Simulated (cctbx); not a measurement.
**A crystallographic session in cctbx: Cd3Sn2**

Library: cctbx 2025.11. The data are simulated by the first script.

## 1. Simulate the data

run.py:

```python
from cctbx import adptbx, crystal, miller, sgtbx, xray
from cctbx.array_family import flex
from iotbx.shelx import hklf
from scitbx import matrix
import scitbx.random

cs = crystal.symmetry(unit_cell=(4.886, 4.886, 5.912, 90, 90, 120), space_group_symbol='Hall: P -6 2')  # P-6m2
atoms = [  # label, site, U (iso, or U11 U22 U33 U12 U13 U23 in A^2), occupancy
    ("Sn1", (0, 0, 0.5), (0.0115, 0.0115, 0.0067, 0.0058, 0.0000, 0.0000), 1),
    ("Sn2", (2/3, 1/3, 0), (0.0051, 0.0051, 0.0054, 0.0026, 0.0000, 0.0000), 1),
    ("Cd1", (2/3, 1/3, 0.5), (0.0087, 0.0087, 0.0102, 0.0043, 0.0000, 0.0000), 1),
    ("Cd2", (1/3, 2/3, 0.7465), (0.0050, 0.0050, 0.0048, 0.0025, 0.0000, 0.0000), 1),
]
xs = xray.structure(crystal_symmetry=cs)
for label, site, u, occ in atoms:
    u = adptbx.u_cif_as_u_star(cs.unit_cell(), u) if isinstance(u, tuple) else u
    xs.add_scatterer(xray.scatterer(label, site=site, u=u, occupancy=occ))
xs.set_inelastic_form_factors(0.71073, "sasaki")
xs.show_summary()
p1 = xs.expand_to_p1()
ms = miller.build_set(p1, anomalous_flag=True, d_min=0.77)
flex.set_random_seed(821466)
scitbx.random.set_random_seed(821466)
ms = ms.select(flex.random_double(ms.size()) < 0.9)
i = ms.structure_factors_from_scatterers(p1, algorithm="direct").f_calc().as_intensity_array().data()
i = i * 5000 / flex.max(i)
sig = flex.sqrt(i + flex.pow2(0.02 * i) + 4 ** 2)
noise = scitbx.random.variate(scitbx.random.normal_distribution())(i.size())
data = ms.array(data=i + sig * noise, sigmas=sig).set_observation_type_xray_intensity()
with open("data.hkl", "w") as f:
    data.export_as_shelx_hklf(f)
print("reflections written:", data.size(), " <I/sigma> = %.1f" % flex.mean(data.data() / data.sigmas()))
for h, a, b in list(data.sort("data"))[:12]:
    print("%4d%4d%4d %9.1f %7.1f" % (h + (a, b)))
```

```console
$ python run.py
```

```text
Number of scatterers: 4
At special positions: 4
Unit cell: (4.886, 4.886, 5.912, 90, 90, 120)
Space group: P -6 m 2 (No. 187)
reflections written: 1028  <I/sigma> = 12.7
   2  -1   0    5381.9   122.5
   1  -2   0    5122.5   122.5
  -2   1   0    5013.5   122.5
   1   1   0    4979.2   122.5
  -1   2   0    4859.4   122.5
  -1  -1   0    4700.2   122.5
   0   0  -4    3078.0    82.9
   0   0   4    3037.2    82.9
   0   3   0    2929.5    78.3
   3   0   0    2908.5    78.3
   3  -3   0    2885.2    78.3
   0  -3   0    2869.0    78.3
```

Run time: 0.21 s on 1 thread of Arm Neoverse V2 (shared host), peak memory 0.07 GiB.

## 2. Refinement (refined in the given hand)

run.py:

```python
import math
from cctbx import adptbx, crystal, maptbx, sgtbx, xray
from cctbx.array_family import flex
from cctbx.xray import observations
from iotbx.shelx import hklf
from scitbx.lstbx import normal_eqns_solving
from smtbx import absolute_structure, utils
from smtbx.refinement import constraints, least_squares

cs = crystal.symmetry(unit_cell=(4.886, 4.886, 5.912, 90, 90, 120), space_group_symbol='Hall: P -6 2')  # P-6m2
atoms = [  # label, site, U (iso, or U11 U22 U33 U12 U13 U23 in A^2), occupancy
    ("Sn1", (0, 0, 0.5), 0.0200, 1),
    ("Sn2", (2/3, 1/3, 0), 0.0200, 1),
    ("Cd1", (2/3, 1/3, 0.5), 0.0200, 1),
    ("Cd2", (1/3, 2/3, 0.7476), 0.0200, 1),
]
xs = xray.structure(crystal_symmetry=cs)
for label, site, u, occ in atoms:
    u = adptbx.u_cif_as_u_star(cs.unit_cell(), u) if isinstance(u, tuple) else u
    xs.add_scatterer(xray.scatterer(label, site=site, u=u, occupancy=occ))
xs.set_inelastic_form_factors(0.71073, "sasaki")
xs.convert_to_anisotropic()
raw = hklf.reader(file_name="data.hkl").as_miller_arrays(crystal_symmetry=cs, anomalous=True)[0]
merged = raw.eliminate_sys_absent().merge_equivalents()
fo2 = merged.array().set_observation_type_xray_intensity()
print("Rint %.3f, %d unique reflections to %.2f A" % (merged.r_int(), fo2.size(), fo2.d_min()))
for sc in xs.scatterers():
    sc.flags.set_grad_site(True)
    sc.flags.set_grad_u_aniso(sc.flags.use_u_aniso())
    sc.flags.set_grad_u_iso(sc.flags.use_u_iso())
obs = fo2.as_xray_observations()
extra = {}
rep = constraints.reparametrisation(xs, [], utils.connectivity_table(xs), **extra)
ls = least_squares.crystallographic_ls(obs, rep, weighting_scheme=least_squares.mainstream_shelx_weighting(a=0, b=0))
print("cycle     R1     wR2    GooF  max shift (A)")
for cycle in range(8):
    ls.build_up()
    r1, wr2, goof = ls.r1_factor(cutoff_factor=2)[0], ls.wR2(), ls.goof()
    old = xs.sites_cart()
    normal_eqns_solving.levenberg_marquardt_iterations(ls, n_max_iterations=3, tau=1e-06, step_threshold=1e-7)
    big = flex.max((xs.sites_cart() - old).norms())
    print("%4d %7.4f %7.4f %7.3f %9.5f" % (cycle + 1, r1, wr2, goof, big))
    ls.build_up(objective_only=True)
    if abs(ls.wR2() - wr2) < 5e-5 and big < 5e-4:
        break
ls.build_up()
print("final R1 %.4f wR2 %.4f GooF %.3f  parameters %d  data/parameter %.1f" % (ls.r1_factor(cutoff_factor=2)[0], ls.wR2(), ls.goof(), ls.n_parameters, fo2.size() / ls.n_parameters))
cov = ls.covariance_matrix_and_annotations()
su = dict(zip(cov.annotations, (math.sqrt(max(v, 0)) for v in cov.matrix.matrix_packed_u_diagonal())))
a2 = cs.unit_cell().reciprocal_parameters()[0] ** -2
print("atom        x        y        z      Ueq    occ   su(xyz)  su(Uiso or U11)")
for sc in xs.scatterers():
    s = max(su.get(sc.label + k, 0) for k in (".x", ".y", ".z"))
    npd = "" if sc.is_positive_definite_u(cs.unit_cell()) else "  NPD"
    print("%-5s %8.5f %8.5f %8.5f %8.4f %6.3f %8.5f %7.4f%s" % ((sc.label,) + sc.site + (sc.u_iso_or_equiv(cs.unit_cell()), sc.occupancy, s, su.get(sc.label + ".uiso", su.get(sc.label + ".u11", 0) * a2), npd)))
fc = fo2.structure_factors_from_scatterers(xs, algorithm="direct").f_calc()
absolute_structure.flack_analysis(xs, fo2.as_xray_observations()).show()
h = absolute_structure.hooft_analysis(fo2, fc, scale_factor=ls.scale_factor())
print("Hooft y: %.3f(%.0f)  Bijvoet pairs: %d" % (h.hooft_y, 1000 * h.sigma_y, h.n_bijvoet_pairs))
fo = fo2.f_sq_as_f()
fc = fo.structure_factors_from_scatterers(xs, algorithm="direct").f_calc()
diff = fo.f_obs_minus_f_calc(1 / math.sqrt(ls.scale_factor()), fc).average_bijvoet_mates()
m = diff.fft_map(symmetry_flags=maptbx.use_space_group_symmetry, resolution_factor=0.25).apply_volume_scaling()
print("difference map: max %.2f min %.2f rms %.2f" % (m.statistics().max(), m.statistics().min(), m.statistics().sigma()))
peaks = m.peak_search(parameters=maptbx.peak_search_parameters(min_distance_sym_equiv=0.6, max_clusters=6)).all()
near = xs.closest_distances(peaks.sites(), distance_cutoff=4)
sps = cs.special_position_settings(min_distance_sym_equiv=0.5)
for k, (x, h) in enumerate(zip(peaks.sites(), peaks.heights())):
    ss = sps.site_symmetry(x)
    print("Q%-3d %7.4f %7.4f %7.4f %4d %7.2f  %.2f A from %s" % ((k + 1,) + tuple(t % 1 for t in ss.exact_site()) + (ss.multiplicity(), h, near.smallest_distances[k], xs.scatterers()[near.i_seqs[k]].label)))
```

```console
$ python run.py
```

```text
Rint 0.036, 142 unique reflections to 0.77 A
cycle     R1     wR2    GooF  max shift (A)
   1  0.1175  0.2496  10.137   0.00678
   2  0.0118  0.0239   0.971   0.00000
final R1 0.0118 wR2 0.0239 GooF 0.971  parameters 9  data/parameter 15.8
atom        x        y        z      Ueq    occ   su(xyz)  su(Uiso or U11)
Sn1    0.00000  0.00000  0.50000   0.0098  1.000  0.00000  0.0002
Sn2    0.66667  0.33333  0.00000   0.0050  1.000  0.00000  0.0003
Cd1    0.66667  0.33333  0.50000   0.0092  1.000  0.00000  0.0003
Cd2    0.33333  0.66667  0.74645   0.0047  1.000  0.00013  0.0002
Flack x: 0.4(3)
Hooft y: 0.356(327)  Bijvoet pairs: 59
difference map: max 0.40 min -0.37 rms 0.11
Q1    0.0020  0.3676  0.5000    6    0.40  1.56 A from Cd1
Q2    0.6667  0.3333  0.1562    2    0.35  0.92 A from Sn2
Q3    0.0089  0.5045  0.0963    6    0.34  1.56 A from Sn2
Q4    0.6667  0.3333  0.3202    2    0.32  1.06 A from Cd1
Q5    0.0000  0.5000  0.5000    3    0.31  1.41 A from Cd1
Q6    0.3333  0.6667  0.4020    2    0.30  0.88 A from Cd2
```

Time: 0.35 s.

## 3. Refinement

run.py, as its changes from the last script of this kind:

```diff
@@ -12,4 +12,4 @@
-    ("Sn1", (0, 0, 0.5), 0.0200, 1),
-    ("Sn2", (2/3, 1/3, 0), 0.0200, 1),
-    ("Cd1", (2/3, 1/3, 0.5), 0.0200, 1),
-    ("Cd2", (1/3, 2/3, 0.7476), 0.0200, 1),
+    ("Sn1", (0, 0, 0.5), 0.0098, 1),
+    ("Sn2", (1/3, 2/3, 0), 0.0050, 1),
+    ("Cd1", (1/3, 2/3, 0.5), 0.0092, 1),
+    ("Cd2", (2/3, 1/3, 0.25355), 0.0047, 1),
```

```console
$ python run.py
```

```text
Rint 0.036, 142 unique reflections to 0.77 A
cycle     R1     wR2    GooF  max shift (A)
   1  0.0172  0.0344   1.397   0.00003
   2  0.0119  0.0244   0.989   0.00000
final R1 0.0119 wR2 0.0244 GooF 0.989  parameters 9  data/parameter 15.8
atom        x        y        z      Ueq    occ   su(xyz)  su(Uiso or U11)
Sn1    0.00000  0.00000  0.50000   0.0098  1.000  0.00000  0.0003
Sn2    0.33333  0.66667  0.00000   0.0050  1.000  0.00000  0.0003
Cd1    0.33333  0.66667  0.50000   0.0092  1.000  0.00000  0.0003
Cd2    0.66667  0.33333  0.25354   0.0047  1.000  0.00013  0.0002
Flack x: 0.6(3)
Hooft y: 0.644(327)  Bijvoet pairs: 59
difference map: max 0.41 min -0.38 rms 0.11
Q1    0.9972  0.3733  0.5000    6    0.42  1.55 A from Cd1
Q2    0.9915  0.4958  0.0960    6    0.34  1.55 A from Sn2
Q3    0.3333  0.6667  0.1621    2    0.32  0.96 A from Sn2
Q4    0.0000  0.5000  0.5000    3    0.32  1.41 A from Cd1
Q5    0.3333  0.6667  0.3235    2    0.32  1.04 A from Cd1
Q6    0.1553  0.3106  0.1180    6    0.30  1.66 A from Sn2
```

Time: 0.34 s.

This run holds a fault made on purpose: the structure inverted.

## 4. Simulate the data

run.py, as its changes from the last script of this kind:

```diff
@@ -18 +18 @@
-xs.set_inelastic_form_factors(0.71073, "sasaki")
+xs.set_inelastic_form_factors(1.54184, "sasaki")
@@ -21,3 +21,3 @@
-ms = miller.build_set(p1, anomalous_flag=True, d_min=0.77)
-flex.set_random_seed(821466)
-scitbx.random.set_random_seed(821466)
+ms = miller.build_set(p1, anomalous_flag=True, d_min=0.83)
+flex.set_random_seed(389289)
+scitbx.random.set_random_seed(389289)
@@ -26,2 +26,3 @@
-i = i * 5000 / flex.max(i)
-sig = flex.sqrt(i + flex.pow2(0.02 * i) + 4 ** 2)
+i = i / flex.sqrt(1 + 0.3 * i / flex.max(i))  # extinction
+i = i * 40000 / flex.max(i)
+sig = flex.sqrt(i + flex.pow2(0.06 * i) + 2 ** 2)
```

```console
$ python run.py
```

```text
Number of scatterers: 4
At special positions: 4
Unit cell: (4.886, 4.886, 5.912, 90, 90, 120)
Space group: P -6 m 2 (No. 187)
reflections written: 821  <I/sigma> = 14.5
  -1   2   0   44679.4  2408.3
   1   1   0   44209.1  2408.3
   1  -2   0   43527.0  2408.3
  -1  -1   0   40837.7  2408.3
  -2   1   0   40629.4  2408.3
   2  -1   0   40316.4  2408.3
   0   0   4   26506.3  1578.1
  -3   3   0   26202.4  1479.2
   0   0  -4   26078.1  1578.1
  -2   1   4   24995.6  1292.0
   3  -3   0   24989.8  1479.2
  -3   0   0   24981.0  1479.2
```

Time: 0.21 s.

## 5. Refinement (refined in the given hand)

run.py, as its changes from the last script of this kind:

```diff
@@ -12,4 +12,4 @@
-    ("Sn1", (0, 0, 0.5), 0.0098, 1),
-    ("Sn2", (1/3, 2/3, 0), 0.0050, 1),
-    ("Cd1", (1/3, 2/3, 0.5), 0.0092, 1),
-    ("Cd2", (2/3, 1/3, 0.25355), 0.0047, 1),
+    ("Sn1", (0, 0, 0.5), 0.0200, 1),
+    ("Sn2", (2/3, 1/3, 0), 0.0200, 1),
+    ("Cd1", (2/3, 1/3, 0.5), 0.0200, 1),
+    ("Cd2", (1/3, 2/3, 0.7502), 0.0200, 1),
@@ -21 +21 @@
-xs.set_inelastic_form_factors(0.71073, "sasaki")
+xs.set_inelastic_form_factors(1.54184, "sasaki")
```

```console
$ python run.py
```

```text
Rint 0.041, 116 unique reflections to 0.83 A
cycle     R1     wR2    GooF  max shift (A)
   1  0.1077  0.2740  10.531   0.02233
   2  0.0139  0.0303   1.164   0.00000
final R1 0.0139 wR2 0.0303 GooF 1.164  parameters 9  data/parameter 12.9
atom        x        y        z      Ueq    occ   su(xyz)  su(Uiso or U11)
Sn1    0.00000  0.00000  0.50000   0.0090  1.000  0.00000  0.0002
Sn2    0.66667  0.33333  0.00000   0.0044  1.000  0.00000  0.0003
Cd1    0.66667  0.33333  0.50000   0.0084  1.000  0.00000  0.0003
Cd2    0.33333  0.66667  0.74642   0.0043  1.000  0.00008  0.0003
Flack x: -0.04(7)
Hooft y: -0.035(60)  Bijvoet pairs: 48
difference map: max 0.51 min -2.18 rms 0.21
Q1    0.2598  0.5195  0.0000    3    0.53  1.62 A from Cd2
Q2    0.5002  0.2501  0.2414    6    0.48  1.59 A from Sn2
Q3    0.1795  0.0897  0.2524    6    0.43  1.65 A from Sn1
Q4    0.1785  0.5892  0.5000    3    0.41  1.60 A from Cd2
Q5    0.9992  0.3364  0.3651   12    0.41  1.75 A from Cd2
Q6    0.0913  0.1826  0.0000    3    0.39  2.52 A from Sn2
```

Time: 0.35 s.

## 6. Simulate the data

run.py, as its changes from the last script of this kind:

```diff
@@ -22,2 +22,2 @@
-flex.set_random_seed(389289)
-scitbx.random.set_random_seed(389289)
+flex.set_random_seed(337221)
+scitbx.random.set_random_seed(337221)
@@ -26,3 +26,6 @@
-i = i / flex.sqrt(1 + 0.3 * i / flex.max(i))  # extinction
-i = i * 40000 / flex.max(i)
-sig = flex.sqrt(i + flex.pow2(0.06 * i) + 2 ** 2)
+law = matrix.sqr((-1, 0, 0, 0, -1, 0, 0, 0, -1))
+mate = flex.miller_index([tuple(matrix.row(h) * law) for h in ms.indices()])
+i2 = ms.customized_copy(indices=mate).structure_factors_from_scatterers(p1, algorithm="direct").f_calc().as_intensity_array().data()
+i = (1 - 0.8) * i + 0.8 * i2
+i = i * 70000 / flex.max(i)
+sig = flex.sqrt(i + flex.pow2(0.04 * i) + 2 ** 2)
```

```console
$ python run.py
```

```text
Number of scatterers: 4
At special positions: 4
Unit cell: (4.886, 4.886, 5.912, 90, 90, 120)
Space group: P -6 m 2 (No. 187)
reflections written: 825  <I/sigma> = 20.8
   2  -1   0   76600.3  2812.5
   1   1   0   73370.1  2812.5
  -1   2   0   72491.3  2812.5
  -1  -1   0   72365.9  2812.5
  -2   1   0   71425.3  2812.5
   1  -2   0   67517.0  2812.5
   0   0   4   44761.9  1762.9
   3   0   0   42508.2  1643.8
   0  -3   0   41820.5  1643.8
  -3   0   0   41752.0  1643.8
  -3   3   0   40871.6  1643.8
   0   0  -4   40601.1  1762.9
```

It took 0.21 s on 1 thread of Arm Neoverse V2, with other jobs on the host, peak memory 0.07 GiB.

[Logs are printed without paths, hosts, clocks, repeated set-up lines and the standing remarks that a program may print on its own settings, such as how far it seeks lower states.]
